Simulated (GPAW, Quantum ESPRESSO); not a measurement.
# Near-edge structure at the Ni K edge of BeNi (Pm-3m), part 4 of 4

Aim: the Ni K edge of BeNi (Pm-3m) by two routes, a Lanczos recursion (XSpectra) and a sum over empty bands (GPAW), to see which features are robust.

Quantum ESPRESSO 7.5 and GPAW 26.7.0; core-hole supercells, plane-wave PAW LDA.

So far. Step 9 (Ground state of the crystal (GPAW)): The mesh shows no gap, so the system is treated as a metal and the core electron is put at the Fermi level (neutral cell). Step 10 (Spectrum without a core hole, Ni atom 1 (GPAW)): Main maxima below 30 eV (height): 1.0 eV (0.87), 2.5 eV (0.79), 6.6 eV (1.00), 9.4 eV (0.96) and 23.1 eV (2.28). 

**12. Spectrum with XCH, Ni atom 1 (GPAW)**

Level of this step: X-ray absorption from dipole matrix elements to empty bands, plane-wave PAW LDA (GPAW).

The holes are 5.8 Å apart. The excited electron is kept in the cell, where it fills the lowest empty states and screens the hole. After the field has converged, empty bands are computed with the density fixed and the dipole matrix elements are summed.

Contents of xas.py:

```python
import numpy as np
from ase import Atoms
from ase.parallel import parprint, paropen
from gpaw import GPAW, PW, FermiDirac, Mixer, MixerDif, setup_paths
from gpaw.test import gen
setup_paths.insert(0, '.')
gen('Ni', name='fch1s', xcname='LDA', corehole=(1, 0, 1), write_xml=True)
from gpaw.mpi import world
world.barrier()

atoms = Atoms('Ni9Be9',
    cell=[[2.58699959, 0, 5.17399918],
     [-5.17399918, 2.58699959, 0],
     [0, -5.17399918, 2.58699959]],
    scaled_positions=[[0.38888889, 0.94444444, 0.72222222],
     [0.83333333, 0.16666667, 0.83333333],
     [0.72222222, 0.61111111, 0.05555556],
     [0.61111111, 0.05555556, 0.27777778],
     [0.27777778, 0.38888889, 0.94444444],
     [0.5, 0.5, 0.5],
     [0.16666667, 0.83333333, 0.16666667],
     [0.05555556, 0.27777778, 0.38888889],
     [0.94444444, 0.72222222, 0.61111111],
     [0, 0, 0],
     [0.44444444, 0.22222222, 0.11111111],
     [0.33333333, 0.66666667, 0.33333333],
     [0.22222222, 0.11111111, 0.55555556],
     [0.88888889, 0.44444444, 0.22222222],
     [0.11111111, 0.55555556, 0.77777778],
     [0.77777778, 0.88888889, 0.44444444],
     [0.66666667, 0.33333333, 0.66666667],
     [0.55555556, 0.77777778, 0.88888889]],
    magmoms=[2.0, 2.0, 2.0, 2.0, 2.0, 2.0, 2.0, 2.0, 2.0, 0.0, 0.0, 0.0, 0.0, 0.0, 0.0, 0.0, 0.0, 0.0],
    pbc=True)
atoms.calc = calc = GPAW(legacy_gpaw=True, mode=PW(500, force_complex_dtype=True), xc='LDA', setups={0: 'fch1s'},
    kpts={'size': (3, 3, 3), 'gamma': True}, occupations=FermiDirac(0.1),
    charge=-1, mixer=MixerDif(0.05, 8, 50), maxiter=150,
    convergence={'density': 0.0001, 'eigenstates': 1e-6}, txt='scf.txt')
energy = atoms.get_potential_energy() + calc.get_reference_energy()
ef = calc.get_fermi_level()
out = dict(energy=energy, fermi=ef, forces=atoms.get_forces().tolist(), magmoms=atoms.get_magnetic_moments().tolist())
parprint(f'all-electron energy {energy:.4f} eV, Fermi level {ef:.4f} eV')
ev = np.array([[calc.get_eigenvalues(k, s) for k in range(len(calc.get_ibz_k_points()))] for s in range(calc.get_number_of_spins())])
out['homo'], out['lumo'], out['counts'] = ev[ev < ef].max(), ev[ev > ef].min(), sorted(set((ev < ef).sum((0, 2)).tolist()))
out['filled'] = (ev[:, 0] < ef).sum(1).tolist()

from ase.units import Ha
from gpaw.xas import dipole_matrix_elements
nb = int(calc.get_number_of_electrons() / 2) + 141
top, nb = nb, nb + 8 + nb // 12
nscf = calc.fixed_density(kpts={'size': (4, 4, 4), 'gamma': True}, nbands=nb,
    convergence={'bands': top, 'eigenstates': 1e-5}, maxiter=60, txt='nscf.txt')
cell = atoms.cell.array
ops = [cell.T @ U.T @ np.linalg.inv(cell.T) for U in nscf.wfs.kd.symmetry.op_scc]
E = np.arange(-6, 34, 0.1)
fwhm = np.interp(E, [4, 25], [1.44, 3.5])
Y, X, zero, highest = 0, 0, 1e9, 1e9
for spin in range(nscf.get_number_of_spins()):
    wfs = nscf.wfs
    A = dipole_matrix_elements(wfs.setups[0])
    eps = np.zeros((wfs.kd.nibzkpts, nb))
    d = np.zeros((3, A.shape[1], wfs.kd.nibzkpts, nb), complex)
    for kpt in wfs.kpt_u:
        if kpt.s == spin and 0 in kpt.P_ani:
            eps[kpt.k] = kpt.eps_n * Ha
            d[:, :, kpt.k] = (kpt.weight * wfs.nspins / 2) ** 0.5 * np.inner(A, kpt.P_ani[0])
    world.sum(eps)
    world.sum(d)
    T = np.einsum('amkn,bmkn->abkn', d, d.conj()).real
    T = sum(np.einsum('ai,ijkn,bj->abkn', R, T, R) for R in ops) / len(ops)
    empty = eps > ef
    zero, highest = min(zero, eps[empty].min()), min(highest, eps[:, top - 1].min())
    lines = [(eps, T, empty)] if spin == 0 else lines + [(eps, T, empty)]
for eps, T, empty in lines:
    f = np.einsum('aakn->akn', T).reshape(3, -1)
    x = eps.ravel() - zero
    w = np.interp(x, E, fwhm) / 2.35482
    g = np.exp(-0.5 * ((E[:, None] - x) / w) ** 2) / (w * (2 * np.pi) ** 0.5)
    Y = Y + (f * empty.ravel()) @ g.T
    X = X + (f * ~empty.ravel()) @ g.T
out.update(E=E.round(2).tolist(), xas=Y.tolist(), xes=X.tolist(), zero=zero, valid=highest - zero, nk=len(eps), nb=nb)
for i in range(0, len(E), 10):
    parprint(f'{E[i]:7.2f}', *(f'{v:10.3e}' for v in Y[:, i]))
import json
with paropen('out.json', 'w') as f:
    json.dump(out, f)
```

Started as:

```console
> OMP_NUM_THREADS=1 mpirun -n 4 gpaw python xas.py
```

Numbers of over 12 decimals in the logs are rounded to 6 here.

The log of the run:

```text
Input parameters:
  charge: -1
  convergence: {density: 0.0001,
                eigenstates: 1e-06}
  kpts: {gamma: True,
         size: (3, 3, 3)}
  maxiter: 150
  mixer: {backend: pulay,
          beta: 0.05,
          method: difference,
          nmaxold: 8,
          weight: 50}
  mode: {ecut: 500.0,
         force_complex_dtype: True,
         name: pw}
  occupations: {fixmagmom: False,
                name: fermi-dirac,
                width: 0.1}
  setups: {0: fch1s}

Initialize ...

[... PAW data sets ...]

Reference energy: -366887.671197  # eV

Spin-polarized calculation.
Initial magnetic moment: 18.000000

[... convergence settings ...]
Symmetries present (total): 1
  [... symmetry matrices ...]

27 k-points: 3 x 3 x 3 Monkhorst-Pack grid
14 k-points in the irreducible part of the Brillouin zone
       k-points in crystal coordinates                weights
   0:     0.00000000    0.00000000    0.00000000          1/27
   1:     0.00000000    0.00000000    0.33333333          2/27
   2:     0.00000000    0.33333333   -0.33333333          2/27
   3:     0.00000000    0.33333333    0.00000000          2/27
   4:     0.00000000    0.33333333    0.33333333          2/27
   5:     0.33333333   -0.33333333   -0.33333333          2/27
   6:     0.33333333   -0.33333333    0.00000000          2/27
   7:     0.33333333   -0.33333333    0.33333333          2/27
   8:     0.33333333    0.00000000   -0.33333333          2/27
   9:     0.33333333    0.00000000    0.00000000          2/27
          ...
  13:     0.33333333    0.33333333    0.33333333          2/27

Wave functions: Plane wave expansion
  Cutoff energy: 500.000 eV
  Number of coefficients (min, max): 3938, 3983
  Pulay-stress correction: 0.000000 eV/Ang^3 (de/decut=0.000000)
  Using FFTW library
  Wavefunction extrapolation:
    Improved wavefunction reuse through dual PAW basis

Occupation numbers: Fermi-Dirac:
  width: 0.1000  # eV

Eigensolver
   Davidson(niter=2)

Densities:
  Coarse grid: 30*30*30 grid
  Fine grid: 60*60*60 grid
  Total Charge: 0.000000

Density mixing:
  Method: difference
  Backend: pulay
  Linear mixing parameter: 0.05
  old densities: 8
  Width of damping distribution: 1.1
  Damping of long wavelength oscillations: 50

[... Hamiltonian set-up ...]
Number of atoms: 18
Number of atomic orbitals: 144
Number of bands in calculation: 113
Number of valence electrons: 163
Bands to converge: occupied

... initialized

Initializing position-dependent things.

Density initialized from atomic densities
Creating initial wave functions:
  113 bands from LCAO basis set

                Ni
             Be     Be
                 Ni Ni
           Be     Be
         Ni  Be Ni  BeNi
           Ni Ni
           Be     Be
                Ni
                    Be

Atomic positions and initial magnetic moments

Positions:
   0 Ni    -3.880499   -1.293500    3.880499    ( 0.0000,  0.0000,  2.0000)
   1 Ni     1.293500   -3.880499    6.467499    ( 0.0000,  0.0000,  2.0000)
   2 Ni    -1.293500    1.293500    3.880499    ( 0.0000,  0.0000,  2.0000)
   3 Ni     1.293500   -1.293500    3.880499    ( 0.0000,  0.0000,  2.0000)
   4 Ni    -1.293500   -3.880499    3.880499    ( 0.0000,  0.0000,  2.0000)
   5 Ni    -1.293500   -1.293500    3.880499    ( 0.0000,  0.0000,  2.0000)
   6 Ni    -3.880499    1.293500    1.293500    ( 0.0000,  0.0000,  2.0000)
[...]
15 Be    -2.587000    0.000000    5.173999    ( 0.0000,  0.0000,  0.0000)
  16 Be     0.000000   -2.587000    5.173999    ( 0.0000,  0.0000,  0.0000)
  17 Be    -2.587000   -2.587000    5.173999    ( 0.0000,  0.0000,  0.0000)

Unit cell:
           periodic     x           y           z      points  spacing
  1. axis:    yes    2.587000    0.000000    5.173999    30     0.1694
  2. axis:    yes   -5.173999    2.587000    0.000000    30     0.1694
[...]
Local magnetic moments:
   0 Ni ( 0.000000,  0.000000, -0.009959)
   1 Ni ( 0.000000,  0.000000,  0.000150)
   2 Ni ( 0.000000,  0.000000, -0.000722)
   3 Ni ( 0.000000,  0.000000,  0.000149)
   4 Ni ( 0.000000,  0.000000,  0.000149)
   5 Ni ( 0.000000,  0.000000,  0.000150)
   6 Ni ( 0.000000,  0.000000,  0.000150)
   7 Ni ( 0.000000,  0.000000, -0.000722)
   8 Ni ( 0.000000,  0.000000,  0.000149)
   9 Be ( 0.000000,  0.000000,  0.000037)
  10 Be ( 0.000000,  0.000000,  0.000037)
  11 Be ( 0.000000,  0.000000,  0.000037)
  12 Be ( 0.000000,  0.000000,  0.000047)
  13 Be ( 0.000000,  0.000000,  0.000009)
  14 Be ( 0.000000,  0.000000,  0.000037)
  15 Be ( 0.000000,  0.000000,  0.000037)
  16 Be ( 0.000000,  0.000000,  0.000037)
  17 Be ( 0.000000,  0.000000,  0.000047)

Energy contributions relative to reference atoms: (reference = -366887.671197)

Kinetic:       +133.129705
Potential:      -97.809288
External:        +0.000000
XC:            -202.024547
Entropy (-ST):   -0.225433
Local:           -0.296051
SIC:             +0.000000
--------------------------
Free energy:   -167.225613
Extrapolated:  -167.112897

Spin contamination: 0.005690 electrons
Showing only first 2 kpts
                      Up                     Down
 Kpt  Band  Eigenvalues  Occupancy  Eigenvalues  Occupancy
  0    79      7.56460    0.99999      7.55968    0.99999
  0    80      7.63502    0.99998      7.63220    0.99998
  0    81      8.60569    0.72280      8.60241    0.72933
  0    82      8.60569    0.72280      8.60241    0.72933

  1    79      7.60126    0.99998      7.59791    0.99998
  1    80      8.45380    0.92254      8.45161    0.92408
  1    81      8.61057    0.71291      8.60773    0.71870
  1    82      9.07105    0.02424      9.06491    0.02573

Fermi level: 8.70153

No gap
No difference between direct/indirect transitions

Forces in eV/Ang:
  0 Ni    0.00000   -0.00000    0.00000
  1 Ni    0.03484    0.03893    0.07703
  2 Ni    0.04376   -0.04377    0.04376
  3 Ni    0.03893    0.07701   -0.03485
  4 Ni   -0.07701    0.03485    0.03893
  5 Ni    0.07702   -0.03485   -0.03893
  6 Ni   -0.03893   -0.07702    0.03485
[...]
15 Be    0.16617    0.18154    0.17949
 16 Be   -0.17949    0.16617    0.18154
 17 Be    0.17139   -0.17139    0.17139
Scalar-relativistic atomic LDA calculation for Ni (Nickel, Z=28)
Core hole in 1s state (1s occupation: 1.0)
600 radial gridpoints.
|------------------------------------------------|
|------------------------------------------------|
[... the atom generator's iteration count ...]

Energy contributions:
-------------------------
Kinetic:    +1223.879998
XC:           -53.069850
Potential:  -2381.487479
-------------------------
Total:      -1210.677332

state      eigenvalue         ekin         rmax
-----------------------------------------------
1s^1.0 :  -313.251645   396.006150        0.035
2s^2.0 :   -38.906168    76.597504        0.200
2p^6.0 :   -34.441347    76.049442        0.159
3s^2.0 :    -4.869961    17.150216        0.620
3p^6.0 :    -3.433483    15.489639        0.618
3d^8.0 :    -0.952222    10.900287        0.583
4s^2.0 :    -0.570148     1.970813        1.987
4p^0.0 :    -0.336120     1.272665        2.418
-----------------------------------------------
(units: Bohr and Hartree)

Generating PAW setup
Kinetic energy of the core from tauc = 1048.795935
Cutoffs:
rc(s)=2.200
rc(p)=2.280
rc(d)=2.150
rc(vbar)=2.220
rc(comp)=2.180
rc(nct)=2.280

Kinetic energy of the core states: 1039.798244
Charge: 1.0
Core electrons: 11.0
Valence electrons: 16.0
Pseudo-core charge: 0.029719
Shape function alpha=2.104
Pseudo-electron charge 3.652668
state    eigenvalue         norm
--------------------------------
4s(2) :    -0.570148     1.118509
*s    :     0.429852
3p(6) :    -3.433483     0.035119
4p(0) :    -0.336120     1.018635
3d(8) :    -0.952222     0.146902
*d    :     0.047778
--------------------------------

Diagonalizing with gridspacing h=0.050

state   all-electron     PAW
-------------------------------
4s:      -0.570148    -0.570533
3p:      -3.433483    -3.434132
3d:      -0.952222    -0.952912
*f:                   -0.019534
-------------------------------
all-electron energy -367054.7841 eV, Fermi level 8.7015 eV
  -6.00  7.163e-30  7.163e-30  7.163e-30
  -5.00  2.009e-23  2.009e-23  2.009e-23
  -4.00  4.189e-18  4.189e-18  4.189e-18
  -3.00  6.709e-14  6.709e-14  6.709e-14
  -2.00  8.601e-11  8.601e-11  8.601e-11
  -1.00  9.521e-09  9.521e-09  9.521e-09
  -0.00  1.114e-07  1.114e-07  1.114e-07
[...]
31.00  2.807e-07  2.807e-07  2.807e-07
  32.00  2.884e-07  2.884e-07  2.884e-07
  33.00  2.865e-07  2.865e-07  2.865e-07
[key lines of the parts left out:]
Converged after 19 iterations.
Dipole moment: (0.008296, -0.099745, 0.001269) |e|*Ang
```

Run time: 9.6 min. Hardware: 4 MPI ranks of Arm Neoverse V2, shared host; peak memory 0.97 GiB.

The Ni K spectrum, Ni atom 1, excited-electron core hole (neutral cell) (energy from the lowest empty level; intensity scaled to a mean of 1 over the first 20 eV):

```tsv
E (eV)	intensity
-2.00	0.00
-1.25	0.01
-0.50	0.14
0.25	0.50
1.00	0.76
1.75	0.80
2.50	0.67
3.25	0.46
4.00	0.41
4.75	0.54
5.50	0.85
6.25	0.92
7.00	0.85
7.75	0.83
8.50	0.84
9.25	0.86
10.00	0.86
10.75	0.79
11.50	0.72
12.25	0.77
13.00	0.89
13.75	0.99
14.50	1.10
15.25	1.24
16.00	1.40
16.75	1.58
17.50	1.75
18.25	1.86
19.00	1.90
19.75	1.92
20.50	1.97
21.25	2.05
22.00	2.07
22.75	2.01
23.50	1.85
24.25	1.62
25.00	1.35
25.75	1.08
26.50	0.88
27.25	0.77
28.00	0.75
28.75	0.78
29.50	0.83
30.25	0.88
31.00	0.92
31.75	0.94
```

Main maxima below 30 eV (height): 1.6 eV (0.81), 6.0 eV (0.93) and 21.9 eV (2.07). 

The total-energy difference is 8312.28 eV.

**13. The two programs side by side**

The line shapes differ (Lorentzian half width 0.72 eV up to 4 eV, rising linearly to 1.75 eV at 25 eV (not a setting of the program: the run's 0.4 eV curve was folded afterwards with a further Lorentzian), against Gaussian full width 1.44 eV up to 4 eV, rising linearly to 3.5 eV at 25 eV), so both get a further Gaussian of 1.5 eV full width before they are compared; the Lorentzian tails remain.

```tsv
E (eV)	XSpectra	GPAW
-2.00	0.11	0.01
-1.25	0.16	0.05
-0.50	0.26	0.21
0.25	0.40	0.47
1.00	0.52	0.69
1.75	0.56	0.74
2.50	0.55	0.65
3.25	0.52	0.51
4.00	0.52	0.48
4.75	0.59	0.59
5.50	0.70	0.78
6.25	0.77	0.87
7.00	0.79	0.86
7.75	0.81	0.84
8.50	0.84	0.84
9.25	0.85	0.85
10.00	0.86	0.84
10.75	0.86	0.79
11.50	0.89	0.76
12.25	0.93	0.79
13.00	1.00	0.89
13.75	1.08	0.99
14.50	1.20	1.11
15.25	1.33	1.25
16.00	1.47	1.41
16.75	1.60	1.58
17.50	1.73	1.73
18.25	1.83	1.84
19.00	1.91	1.89
19.75	1.98	1.93
20.50	2.03	1.98
21.25	2.06	2.03
22.00	2.06	2.04
22.75	2.04	1.97
23.50	1.96	1.82
24.25	1.81	1.60
25.00	1.64	1.35
25.75	1.45	1.10
26.50	1.30	0.91
27.25	1.21	0.80
28.00	1.17	0.77
28.75	1.18	0.79
29.50	1.20	0.83
30.25	1.23	0.88
31.00	1.25	0.91
31.75	1.27	0.93
```

```tsv
	XSpectra	GPAW
k mesh of the spectrum	5×5×5	4×4×4
cutoff (eV)	639	500
highest intensity below 24 eV after the common broadening, eV (height)	21.9 (2.07)	21.8 (2.04)
zero, corrected photon energy (eV)	8315.8	8312.3
core time, hole field and spectrum	46 min	39 min
```

**14. With and without the hole**

XSpectra's curves. Both curves are counted from their own zero, so only the shift of weight within the empty states shows.

```tsv
E (eV)	no hole	XCH
-2.0	0.11	0.10
-1.0	0.17	0.16
0.0	0.38	0.35
1.0	0.60	0.56
2.0	0.59	0.58
3.0	0.57	0.53
4.0	0.50	0.49
5.0	0.61	0.62
6.0	0.79	0.78
7.0	0.79	0.79
8.0	0.86	0.82
9.0	0.83	0.86
10.0	0.88	0.86
11.0	0.91	0.86
12.0	0.86	0.91
13.0	0.96	0.99
14.0	1.10	1.11
15.0	1.24	1.29
16.0	1.41	1.47
17.0	1.62	1.65
18.0	1.73	1.81
19.0	1.95	1.91
20.0	2.12	2.00
21.0	2.12	2.06
22.0	2.17	2.07
23.0	2.28	2.04
24.0	2.20	1.88
25.0	1.91	1.64
26.0	1.59	1.38
27.0	1.39	1.21
28.0	1.32	1.16
29.0	1.33	1.18
30.0	1.36	1.22
31.0	1.38	1.26
32.0	1.39	1.28
```

With each curve scaled to its own mean, the area from −2 to 6 eV with the hole is 3.7 against 3.9, and the centre of weight from −1 to 20 eV moves by +0.1 eV (first and strongest maxima below 20 eV: 1.3 eV (0.63), 8.3 eV (0.87) and 10.7 eV (0.92) without the hole, 2.1 eV (0.58) with it), a small effect on these measures.

**15. Runs not followed above**

These runs aren't followed: redraws of a spectrum that repeat one shown, runs with a planted fault or a state judged unsound, or a program's part that gave no sound spectrum.

| program | step | status | elapsed |
| --- | --- | --- | --- |
| Quantum ESPRESSO | no core hole, redrawn | converged | 9 s |
| Quantum ESPRESSO | spectrum with XCH, redrawn | converged | 3.1 s |

**16. Outcome**

```
absorber and edge                                     : Ni K, atom 1 of the ground-state input (counted from 1)
surroundings                                          : 8 Be at 2.24 Å and 6 Ni at 2.59 Å (cube and octahedron, as in bcc, site symmetry m-3m)
highest intensity below 24 eV (XSpectra, narrow line) : 22.3 eV above the zero, height 2.08
photon energy of the zero, with the added terms       : 8315.8 eV (raw 8344.5 eV; LDA puts this hole about 18 eV below PBE, itself good to a few eV)
```

**Reading.** The two programs agree on the overall shape: 13 % r.m.s. remains over the first 14 eV after a relative shift of 0.0 eV, and their photon-energy zeros differ by 3.5 eV. What differs may come from the PAW partial waves, meshes, cutoffs and line shapes. An offset of the zeros of this size is more than meshes or line shapes can give; the atomic core treatment of the two data sets is the likely place. In XSpectra the Ni K edge of atom 1, with 8 Be at 2.24 Å and 6 Ni at 2.59 Å (cube and octahedron, as in bcc, site symmetry m-3m), has its highest intensity of the first 24 eV at 22.3 eV above the zero, near 8338 eV in photon energy (LDA puts this hole about 18 eV below PBE, itself good to a few eV), 2.1 times the mean level of the first 20 eV (Lorentzian half width 0.72 eV up to 4 eV, rising linearly to 1.75 eV at 25 eV (not a setting of the program: the run's 0.4 eV curve was folded afterwards with a further Lorentzian)). In XSpectra: With each curve scaled to its own mean, the area from −2 to 6 eV with the hole is 3.7 against 3.9, and the centre of weight from −1 to 20 eV moves by +0.1 eV (first and strongest maxima below 20 eV: 1.3 eV (0.63), 8.3 eV (0.87) and 10.7 eV (0.92) without the hole, 2.1 eV (0.58) with it), a small effect on these measures. In GPAW: With each curve scaled to its own mean, the area from −2 to 6 eV with the hole is 4.0 against 4.1, and the centre of weight from −1 to 20 eV moves by +0.1 eV (first and strongest maxima below 20 eV: 1.0 eV (0.87), 2.5 eV (0.79), 6.6 eV (1.00) and 9.4 eV (0.96) without the hole, 1.6 eV (0.81) and 6.0 eV (0.93) with it), a small effect on these measures. The quadrupole part peaks at 6.1 eV with 0.6 % of the dipole spectrum's mean level. 2 further runs of this session are left out of this account as redundant. Quadrupole 1s→3d transitions, which feed the pre-edge, are not in the dipole spectrum. The starting moments shrank to 0.00 μB or less, so this is hardly a magnetic state. The holes are only 5.8 Å apart, so the shape is probably not converged with cell size; no larger cell was run here. Lifetime broadening is put in by hand, and intensities beyond about 20 eV depend on it and on the partial waves. The structure is a computed Materials Project entry and may be a hypothetical form.

[Banner, clock and machine lines of the logs are left out without a mark of their own.]

[Logs are printed without paths, hosts, clocks, repeated set-up lines and the standing remarks that a program may print on its own settings, such as how far it seeks lower states.]

[Hosts, paths, dates, database ids (printed as entryN), source tags and the programs' standing remarks are cut or masked in the printed files.]

[Lists of maxima count a maximum above −3 eV only where it reaches 4 % of the highest in the window and stands out from its surroundings by 2 % of it (1.5 % where it reaches 55 %); shoulders and weaker maxima are passed over, and of the rest the first, up to two pre-edge ones and the few strongest are named.]
